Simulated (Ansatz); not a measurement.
# Hf(0001) with 2 thermally displaced layers, 2x2: scattering by thermal displacements, part 2 of 2

How much do lattice vibrations at 80 K scatter the electrons of Hf? Layers with random displacements are laid between perfect leads, and the resistance is followed against their length. The measured value for the pure metal at this temperature is 6.75 µΩ cm (CRC Handbook of Chemistry and Physics, 84th ed., 2003, Electrical Resistivity of Pure Metals).

Ansatz 0.2.0; Ansatz plane-wave DFT, PBE, PAW files; ballistic transport by layer matching (Landauer), zero bias; PAW set soft_1.

So far, open channels per spin nearest the Fermi level: step 2 (with 2 displaced layers) 2.84.

### Step 3. With 6 displaced layers

Each atom of 6 layers is moved at random, by amounts drawn from a normal law 0.0359 Å wide in each direction from the Debye model (252 K) at 80 K. A fresh draw is used; the growth of the resistance with length is what counts.

System of this step: Hf(0001) with 6 thermally displaced layers, 2x2. The cell holds 64 atoms: 64 Hf. Its edges and angles: a = 6.393 Å, b = 6.393 Å, c = 40.462 Å, α = 90.0°, β = 90.0°, γ = 120.0°. It derives from Hf. Regions: lead, 40 atoms (40 Hf); scattering region, 24 atoms (24 Hf). The structure is stacked along c, and the current runs across the ab planes.

File input.yaml:

```yaml
crystal:
  lattice:
    - [6.3934, 0.0, 0.0]
    - [-3.1967, 5.5368468166, 0.0]
    - [0.0, 0.0, 40.4624]
  atoms:
    - { symbol: Hf, position: [0.1666666667, 0.3333333333, 0.03125] }
    - { symbol: Hf, position: [0.1666666667, 0.8333333333, 0.03125] }
    - { symbol: Hf, position: [0.6666666667, 0.3333333333, 0.03125] }
    - { symbol: Hf, position: [0.6666666667, 0.8333333333, 0.03125] }
    - { symbol: Hf, position: [0.3333333333, 0.1666666667, 0.09375] }
    - { symbol: Hf, position: [0.3333333333, 0.6666666667, 0.09375] }
    - { symbol: Hf, position: [0.8333333333, 0.1666666667, 0.09375] }
    - { symbol: Hf, position: [0.8333333333, 0.6666666667, 0.09375] }
    - { symbol: Hf, position: [0.1666666667, 0.3333333333, 0.15625] }
    - { symbol: Hf, position: [0.1666666667, 0.8333333333, 0.15625] }
    - { symbol: Hf, position: [0.6666666667, 0.3333333333, 0.15625] }
    - { symbol: Hf, position: [0.6666666667, 0.8333333333, 0.15625] }
    - { symbol: Hf, position: [0.3333333333, 0.1666666667, 0.21875] }
    - { symbol: Hf, position: [0.3333333333, 0.6666666667, 0.21875] }
    - { symbol: Hf, position: [0.8333333333, 0.1666666667, 0.21875] }
    - { symbol: Hf, position: [0.8333333333, 0.6666666667, 0.21875] }
    - { symbol: Hf, position: [0.1666666667, 0.3333333333, 0.28125] }
    - { symbol: Hf, position: [0.1666666667, 0.8333333333, 0.28125] }
    - { symbol: Hf, position: [0.6666666667, 0.3333333333, 0.28125] }
    - { symbol: Hf, position: [0.6666666667, 0.8333333333, 0.28125] }
    - { symbol: Hf, position: [0.3387055797, 0.1672755844, 0.3430910305] }
    - { symbol: Hf, position: [0.3266808027, 0.6637019762, 0.3439451608] }
    - { symbol: Hf, position: [0.8269927203, 0.1653118363, 0.3436088776] }
    - { symbol: Hf, position: [0.8370622435, 0.6680570139, 0.3440649698] }
    - { symbol: Hf, position: [0.1625794267, 0.3324938257, 0.406944844] }
    - { symbol: Hf, position: [0.1709662068, 0.8251783651, 0.4075918032] }
    - { symbol: Hf, position: [0.6767462917, 0.3383938878, 0.4064843892] }
    - { symbol: Hf, position: [0.6696275965, 0.8427769342, 0.4079873932] }
    - { symbol: Hf, position: [0.3476981124, 0.1751845946, 0.4690667492] }
    - { symbol: Hf, position: [0.3265411509, 0.6666378172, 0.4693318392] }
    - { symbol: Hf, position: [0.8273861985, 0.1692258725, 0.4691309918] }
    - { symbol: Hf, position: [0.8334028425, 0.6589971339, 0.4681635275] }
    - { symbol: Hf, position: [0.1604301897, 0.3257565257, 0.5327916162] }
    - { symbol: Hf, position: [0.1649503491, 0.8354640698, 0.531020825] }
    - { symbol: Hf, position: [0.6798247467, 0.3418853123, 0.5318113457] }
    - { symbol: Hf, position: [0.6544751312, 0.833670325, 0.5318559567] }
    - { symbol: Hf, position: [0.3369637097, 0.1626644824, 0.5953648638] }
    - { symbol: Hf, position: [0.3237843511, 0.6623819493, 0.5945787425] }
    - { symbol: Hf, position: [0.8400932418, 0.1796361647, 0.5939170861] }
    - { symbol: Hf, position: [0.8285588517, 0.6642211876, 0.5927829082] }
    - { symbol: Hf, position: [0.1615414307, 0.3374165089, 0.6567650921] }
    - { symbol: Hf, position: [0.1714843758, 0.8284457512, 0.6577470699] }
    - { symbol: Hf, position: [0.6701533597, 0.3435307767, 0.6558664183] }
    - { symbol: Hf, position: [0.6633500892, 0.8349511933, 0.6571641854] }
    - { symbol: Hf, position: [0.3333333333, 0.1666666667, 0.71875] }
    - { symbol: Hf, position: [0.3333333333, 0.6666666667, 0.71875] }
    - { symbol: Hf, position: [0.8333333333, 0.1666666667, 0.71875] }
    - { symbol: Hf, position: [0.8333333333, 0.6666666667, 0.71875] }
    - { symbol: Hf, position: [0.1666666667, 0.3333333333, 0.78125] }
    - { symbol: Hf, position: [0.1666666667, 0.8333333333, 0.78125] }
    - { symbol: Hf, position: [0.6666666667, 0.3333333333, 0.78125] }
    - { symbol: Hf, position: [0.6666666667, 0.8333333333, 0.78125] }
    - { symbol: Hf, position: [0.3333333333, 0.1666666667, 0.84375] }
    - { symbol: Hf, position: [0.3333333333, 0.6666666667, 0.84375] }
    - { symbol: Hf, position: [0.8333333333, 0.1666666667, 0.84375] }
    - { symbol: Hf, position: [0.8333333333, 0.6666666667, 0.84375] }
    - { symbol: Hf, position: [0.1666666667, 0.3333333333, 0.90625] }
    - { symbol: Hf, position: [0.1666666667, 0.8333333333, 0.90625] }
    - { symbol: Hf, position: [0.6666666667, 0.3333333333, 0.90625] }
    - { symbol: Hf, position: [0.6666666667, 0.8333333333, 0.90625] }
    - { symbol: Hf, position: [0.3333333333, 0.1666666667, 0.96875] }
    - { symbol: Hf, position: [0.3333333333, 0.6666666667, 0.96875] }
    - { symbol: Hf, position: [0.8333333333, 0.1666666667, 0.96875] }
    - { symbol: Hf, position: [0.8333333333, 0.6666666667, 0.96875] }
kpoints:
  mp_grid: { grid: [4, 4, 1] }
hamiltonian:
  xc: pbe
  pseudopotentials: { kind: paw, azcp: { folder: soft_1 } }
scf:
  occupations: { method: fermi_dirac, width: 0.1 }
output:
  transmission: { leads: [[0, 8]], kmesh: [8, 8], e_range: [-0.05, 0.05], de: 0.05 }
  write_potential: true
  write_density: true
  volumetric_format: npy
```

On the command line:

```console
ansatz run input.yaml --threads 4 --pin off --max-ram 15360MiB --backend cpu --events-out ev --progress --plain --runs-dir out
```

Numbers of over 12 decimals in the logs are rounded to 6 here.

Log:

```text
[...]
Crystal: 64 atoms, lattice volume = 1432.340 Å³
Basis set: ecut = 420 eV, 28059 PW (Γ)
Bands: 999, of which v1, the nominal top of the filled ones, is band 832 counted from 1 (831 counted from 0)
Symmetry: 1 space group operations
[...]
k-points: 10 of 16 (time reversal used)
[...]
SCF iter   1: F=—  HF=-1006228.968636 eV  |F-HF|=—  |Δ(HF+E_count)|=         —  Δρ=3.56e-2  dr2=2.29e1  ethr=3.10e-3  ⟨swp⟩=6.0  Hψ=29778  notcnv=0  defer=233
[...]
SCF iter  12: F=-1006221.859108 eV  HF=-1006221.859109 eV  |F-HF|=4.98e-8  |Δ(HF+E_count)|=   2.56e-9  Δρ=8.32e-7  dr2=3.27e-8  ethr=6.01e-12  ⟨swp⟩=29.9  Hψ=74872  notcnv=0
SCF 1 converged in 12 iterations: F = -1006221.859108 eV  dr2 = 3.27e-8
[...]
transmission: 174 of 1734 steps passed
transmission: 354 of 1734 steps passed
[...]
transmission: 1734 of 1734 steps passed
SCF converged after 12 iterations
Free energy (F): -1006221.859108 eV
[...]
Internal energy: -1006220.181968 eV  (E = F + TS)
E sigma→0 (E₀):  -1006221.020538 eV
Entropy (-TS):   -1.677140 eV (-26.205 meV/atom)
Fermi energy:    18.134684 eV
[...]
--- Band table (eV; the first three rows and the last of 10) ---
  k-point 0: bands = [... 828 lower, 18.9166, 18.9329, 18.9778, 18.9985, 19.0150, 19.0262, 19.0369, 19.0418, ... 163 higher]
  k-point 1: bands = [... 828 lower, 18.3834, 18.4435, 18.4527, 18.4768, 18.4935, 18.4988, 18.5106, 18.5202, ... 163 higher]
  k-point 2: bands = [... 828 lower, 17.7816, 17.7945, 17.8211, 17.8313, 17.9286, 17.9465, 17.9592, 17.9656, ... 163 higher]
  k-point 9: bands = [... 828 lower, 17.7882, 17.7965, 17.8527, 17.8776, 17.9216, 17.9357, 17.9517, 17.9625, ... 163 higher]
--- Transmission ---
  basis      : 313 plane waves across, 51 finite elements along
  points     : 34, standing for a mesh of 8 x 8
[...]
channels       : 2.843750e0 a spin
[...]
junction   : crystal 0 to crystal 0, 0.70 to 36.10 Å
    transmission   : 2.513056e0 a spin
[...]
```

Run time: 22 min. Hardware: 4 threads of Intel Xeon Platinum 8375C at 2.90GHz (Ice Lake), shared host; peak memory 11 GiB; 80 min of CPU time.

This step gave:

```
free energy                                   : -1006221.8591 eV
energy at zero smearing                       : -1006221.0205 eV
transmission per spin nearest the Fermi level : 2.513
step of the lead's potential                  : 2.4 meV
```

Per spin. The transmission, zone mean by energy, zero at the Fermi level:

| energy (eV) | transmission, zone mean |
| --- | --- |
| -0.0500 | 2.42 |
| 0.0000 | 2.51 |
| 0.0500 | 2.44 |

Over the solved energies the transmission per spin lies between 2.42 and 2.51, out of 2.71 channels of the lead on average (up to 2.84).

### Step 4. With 10 displaced layers

Each atom of 10 layers is moved at random, by amounts drawn from a normal law 0.0359 Å wide in each direction from the Debye model (252 K) at 80 K. A fresh draw is used; the growth of the resistance with length is what counts.

System of this step: Hf(0001) with 10 thermally displaced layers, 2x2. The cell holds 80 atoms: 80 Hf. Cell: a = 6.393 Å, b = 6.393 Å, c = 50.578 Å, α = 90.0°, β = 90.0°, γ = 120.0°. It derives from Hf. Regions: lead, 40 atoms (40 Hf); scattering region, 40 atoms (40 Hf). The structure is stacked along c, and the current runs across the ab planes.

File input.yaml:

```yaml
crystal:
  lattice:
    - [6.3934, 0.0, 0.0]
    - [-3.1967, 5.5368468166, 0.0]
    - [0.0, 0.0, 50.578]
  atoms:
    - { symbol: Hf, position: [0.1666666667, 0.3333333333, 0.025] }
    - { symbol: Hf, position: [0.1666666667, 0.8333333333, 0.025] }
    - { symbol: Hf, position: [0.6666666667, 0.3333333333, 0.025] }
    - { symbol: Hf, position: [0.6666666667, 0.8333333333, 0.025] }
    - { symbol: Hf, position: [0.3333333333, 0.1666666667, 0.075] }
    - { symbol: Hf, position: [0.3333333333, 0.6666666667, 0.075] }
    - { symbol: Hf, position: [0.8333333333, 0.1666666667, 0.075] }
    - { symbol: Hf, position: [0.8333333333, 0.6666666667, 0.075] }
    - { symbol: Hf, position: [0.1666666667, 0.3333333333, 0.125] }
    - { symbol: Hf, position: [0.1666666667, 0.8333333333, 0.125] }
    - { symbol: Hf, position: [0.6666666667, 0.3333333333, 0.125] }
    - { symbol: Hf, position: [0.6666666667, 0.8333333333, 0.125] }
    - { symbol: Hf, position: [0.3333333333, 0.1666666667, 0.175] }
    - { symbol: Hf, position: [0.3333333333, 0.6666666667, 0.175] }
    - { symbol: Hf, position: [0.8333333333, 0.1666666667, 0.175] }
    - { symbol: Hf, position: [0.8333333333, 0.6666666667, 0.175] }
    - { symbol: Hf, position: [0.1666666667, 0.3333333333, 0.225] }
    - { symbol: Hf, position: [0.1666666667, 0.8333333333, 0.225] }
    - { symbol: Hf, position: [0.6666666667, 0.3333333333, 0.225] }
    - { symbol: Hf, position: [0.6666666667, 0.8333333333, 0.225] }
    - { symbol: Hf, position: [0.3323402406, 0.1628741961, 0.2740490127] }
    - { symbol: Hf, position: [0.3270997987, 0.6699225438, 0.2757017527] }
    - { symbol: Hf, position: [0.8289324334, 0.1597080048, 0.2756190276] }
    - { symbol: Hf, position: [0.8238420161, 0.6620481242, 0.2754403306] }
    - { symbol: Hf, position: [0.1552963269, 0.3358358495, 0.3245875895] }
    - { symbol: Hf, position: [0.1670344841, 0.8328430145, 0.3251433085] }
    - { symbol: Hf, position: [0.6681044679, 0.328421372, 0.3260075425] }
    - { symbol: Hf, position: [0.6734719346, 0.8387981903, 0.3258259429] }
    - { symbol: Hf, position: [0.3404846593, 0.1721337648, 0.3750535994] }
    - { symbol: Hf, position: [0.3248928627, 0.6657919795, 0.3744543782] }
    - { symbol: Hf, position: [0.8261898227, 0.1683406656, 0.3745968719] }
    - { symbol: Hf, position: [0.8241791465, 0.659911148, 0.3751903202] }
    - { symbol: Hf, position: [0.1729613252, 0.3418988912, 0.4249901339] }
    - { symbol: Hf, position: [0.1770518384, 0.8424158035, 0.4258155211] }
    - { symbol: Hf, position: [0.6573781853, 0.3412915185, 0.4252408064] }
    - { symbol: Hf, position: [0.670245925, 0.8357377735, 0.4252713927] }
    - { symbol: Hf, position: [0.3339626658, 0.1643419849, 0.4736516519] }
    - { symbol: Hf, position: [0.3301195179, 0.661460895, 0.4757658862] }
    - { symbol: Hf, position: [0.8319839056, 0.1672073366, 0.4743975898] }
    - { symbol: Hf, position: [0.8304317759, 0.666591967, 0.4739467997] }
    - { symbol: Hf, position: [0.1680097687, 0.3326463033, 0.5241592694] }
    - { symbol: Hf, position: [0.1548759055, 0.8366563723, 0.524788999] }
    - { symbol: Hf, position: [0.6629289317, 0.3318037597, 0.5262879661] }
    - { symbol: Hf, position: [0.6666678372, 0.8338943664, 0.523945596] }
    - { symbol: Hf, position: [0.3455449503, 0.1726092369, 0.5757565066] }
    - { symbol: Hf, position: [0.3365693283, 0.6726038403, 0.5752630186] }
    - { symbol: Hf, position: [0.8362799854, 0.1656809128, 0.5739549447] }
    - { symbol: Hf, position: [0.8328380642, 0.6541339319, 0.5748298737] }
    - { symbol: Hf, position: [0.1621421466, 0.3265787276, 0.6254347329] }
    - { symbol: Hf, position: [0.1641281697, 0.8305037369, 0.625368592] }
    - { symbol: Hf, position: [0.6684916292, 0.3423297575, 0.625249198] }
    - { symbol: Hf, position: [0.657709513, 0.8207403279, 0.624072742] }
    - { symbol: Hf, position: [0.3392657545, 0.1663389041, 0.6747992511] }
    - { symbol: Hf, position: [0.3383968777, 0.6583589467, 0.6745847413] }
    - { symbol: Hf, position: [0.8325813258, 0.1704643736, 0.6745295226] }
    - { symbol: Hf, position: [0.8246942442, 0.656270113, 0.6755171427] }
    - { symbol: Hf, position: [0.1696457553, 0.3302478408, 0.7251158156] }
    - { symbol: Hf, position: [0.1578879281, 0.8302773992, 0.7259770315] }
    - { symbol: Hf, position: [0.6749101268, 0.3482975591, 0.7244418436] }
    - { symbol: Hf, position: [0.6692884796, 0.832067042, 0.7254011912] }
    - { symbol: Hf, position: [0.3333333333, 0.1666666667, 0.775] }
    - { symbol: Hf, position: [0.3333333333, 0.6666666667, 0.775] }
    - { symbol: Hf, position: [0.8333333333, 0.1666666667, 0.775] }
    - { symbol: Hf, position: [0.8333333333, 0.6666666667, 0.775] }
    - { symbol: Hf, position: [0.1666666667, 0.3333333333, 0.825] }
    - { symbol: Hf, position: [0.1666666667, 0.8333333333, 0.825] }
    - { symbol: Hf, position: [0.6666666667, 0.3333333333, 0.825] }
    - { symbol: Hf, position: [0.6666666667, 0.8333333333, 0.825] }
    - { symbol: Hf, position: [0.3333333333, 0.1666666667, 0.875] }
    - { symbol: Hf, position: [0.3333333333, 0.6666666667, 0.875] }
    - { symbol: Hf, position: [0.8333333333, 0.1666666667, 0.875] }
    - { symbol: Hf, position: [0.8333333333, 0.6666666667, 0.875] }
    - { symbol: Hf, position: [0.1666666667, 0.3333333333, 0.925] }
    - { symbol: Hf, position: [0.1666666667, 0.8333333333, 0.925] }
    - { symbol: Hf, position: [0.6666666667, 0.3333333333, 0.925] }
    - { symbol: Hf, position: [0.6666666667, 0.8333333333, 0.925] }
    - { symbol: Hf, position: [0.3333333333, 0.1666666667, 0.975] }
    - { symbol: Hf, position: [0.3333333333, 0.6666666667, 0.975] }
    - { symbol: Hf, position: [0.8333333333, 0.1666666667, 0.975] }
    - { symbol: Hf, position: [0.8333333333, 0.6666666667, 0.975] }
kpoints:
  mp_grid: { grid: [4, 4, 1] }
hamiltonian:
  xc: pbe
  pseudopotentials: { kind: paw, azcp: { folder: soft_1 } }
scf:
  occupations: { method: fermi_dirac, width: 0.1 }
output:
  transmission: { leads: [[0, 8]], kmesh: [8, 8], e_range: [-0.05, 0.05], de: 0.05 }
  write_potential: true
  write_density: true
  volumetric_format: npy
```

Log:

```text
[...]
Crystal: 80 atoms, lattice volume = 1790.425 Å³
Basis set: ecut = 420 eV, 35125 PW (Γ)
Bands: 1248, of which v1, the nominal top of the filled ones, is band 1040 counted from 1 (1039 counted from 0)
Symmetry: 1 space group operations
[...]
k-points: 10 of 16 (time reversal used)
[...]
SCF iter   1: F=—  HF=-1257786.062580 eV  |F-HF|=—  |Δ(HF+E_count)|=         —  Δρ=3.54e-2  dr2=2.89e1  ethr=3.10e-3  ⟨swp⟩=7.0  Hψ=35512  notcnv=0  defer=422
[...]
SCF iter  12: F=-1257777.154613 eV  HF=-1257777.154613 eV  |F-HF|=2.19e-8  |Δ(HF+E_count)|=   8.85e-9  Δρ=6.86e-7  dr2=1.92e-8  ethr=4.81e-12  ⟨swp⟩=62.6  Hψ=95001  notcnv=0
SCF 1 converged in 12 iterations: F = -1257777.154613 eV  dr2 = 1.92e-8
[...]
transmission: 222 of 2176 steps passed
transmission: 441 of 2176 steps passed
[...]
transmission: 2176 of 2176 steps passed
SCF converged after 12 iterations
Free energy (F): -1257777.154613 eV
[...]
Internal energy: -1257775.011346 eV  (E = F + TS)
E sigma→0 (E₀):  -1257776.082980 eV
Entropy (-TS):   -2.143267 eV (-26.791 meV/atom)
Fermi energy:    18.132918 eV
[...]
--- Band table (eV; the first three rows and the last of 10) ---
  k-point 0: bands = [... 1036 lower, 18.9517, 18.9549, 18.9755, 18.9774, 18.9921, 18.9935, 19.0077, 19.0115, ... 204 higher]
  k-point 1: bands = [... 1036 lower, 18.3787, 18.4670, 18.4713, 18.4838, 18.4881, 18.4950, 18.5000, 18.5064, ... 204 higher]
  k-point 2: bands = [... 1036 lower, 17.7954, 17.8009, 17.8527, 17.8563, 17.8797, 17.8927, 17.9158, 17.9224, ... 204 higher]
  k-point 9: bands = [... 1036 lower, 17.8096, 17.8163, 17.8367, 17.8793, 17.8968, 17.9007, 17.9067, 17.9224, ... 204 higher]
--- Transmission ---
  basis      : 313 plane waves across, 64 finite elements along
  points     : 34, standing for a mesh of 8 x 8
[...]
channels       : 2.843750e0 a spin
[...]
junction   : crystal 0 to crystal 0, 1.83 to 47.35 Å
    transmission   : 2.427397e0 a spin
[...]
```

Elapsed: 38 min, on 4 threads; peak memory 13 GiB; 2.4 h of CPU time.

This step gave:

```yaml
free_energy: -1257777.1546 eV
energy_at_zero_smearing: -1257776.0830 eV
transmission_per_spin_nearest_the_fermi_level: 2.427
step_of_the_lead_s_potential: 1.2 meV
```

Per spin. The transmission, zone mean by energy, zero at the Fermi level:

| energy (eV) | transmission, zone mean |
| --- | --- |
| -0.0500 | 2.37 |
| 0.0000 | 2.43 |
| 0.0500 | 2.29 |

Over the solved energies the transmission per spin lies between 2.29 and 2.43, out of 2.71 channels of the lead on average (up to 2.84).

### Step 5. Resistance against length

This step: Ansatz plane-wave DFT, PBE, PAW files; ballistic transport by layer matching (Landauer), zero bias; resistivity from the slope of the area resistance; PAW set soft_1 (Ansatz 0.2.0).

This step gave:

* resistivity: 10.41 µΩ cm
* intercept: -0.007468 fΩ m²
* scatter about the fit: 0.01472 fΩ m²

Resistance, by row:

| run | length (Å) | T | channels N | RA (fΩ m²) |
| --- | --- | --- | --- | --- |
| n2 | 5.058 | 2.654 | 2.708 | 0.03479 |
| n6 | 15.17 | 2.459 | 2.708 | 0.1713 |
| n10 | 25.29 | 2.364 | 2.708 | 0.2455 |

Area resistance against length of the displaced region:

| length of the displaced region (Å) | area resistance (fΩ m²) |
| --- | --- |
| 5.06 | 0.0348 |
| 15.17 | 0.171 |
| 25.29 | 0.245 |

The area resistance goes from 0.035 to 0.25 fΩ m² between 5.1 and 25.3 Å, a slope of 10 µΩ cm.

By hand from the end points: (0.2455 − 0.03479) fΩ m² / (25.29 − 5.06) Å = 10 µΩ cm, since 1 fΩ m² per Å is 1000 µΩ cm.

### Step 6. Results

| Property | Result |
| --- | --- |
| resistivity from the slope | 10.4 µΩ cm |
| area resistance over 5.06 Å | 0.0348 fΩ m² |
| area resistance over 15.2 Å | 0.171 fΩ m² |
| area resistance over 25.3 Å | 0.245 fΩ m² |

What this shows: The slope gives 10 µΩ cm. The points scatter by 0.015 fΩ m² about the line, with one random draw a length in a 2x2 cell, so the slope is a rough value. The mean square of the displacements drawn is 0.73, 0.99 and 0.93 of the nominal one at the three lengths; with each resistance scaled back by that, the slope is 11 µΩ cm, the value used below. The current runs along the hexagonal axis, while the measured value below is not for that direction. Read with a model of isotropic scattering on a spherical Fermi surface and the lead's 0.59×10¹⁵ S/m², this slope means a mean free path near 137 Å; over these lengths the model's slope is 1.17 times its bulk resistivity, which would be 9.2 µΩ cm. This far under the Debye temperature the model doesn't describe a real metal: frozen displacements count zero-point motion as scattering and turn electrons through all angles, while in the metal the short-wave phonons freeze out. The measured value is 6.75 µΩ cm (CRC Handbook of Chemistry and Physics, 84th ed., 2003, Electrical Resistivity of Pure Metals); the scaled slope is 1.6 times that and the corrected value 1.4: fair for so small a cell. Spin-orbit coupling is left out, which matters for Hf.

[Logs are printed without paths, hosts, clocks, repeated set-up lines and the standing remarks that a program may print on its own settings, such as how far it seeks lower states.]

[Hosts, paths, dates, database ids (printed as entryN), source tags and the programs' standing remarks are cut or masked in the printed files.]
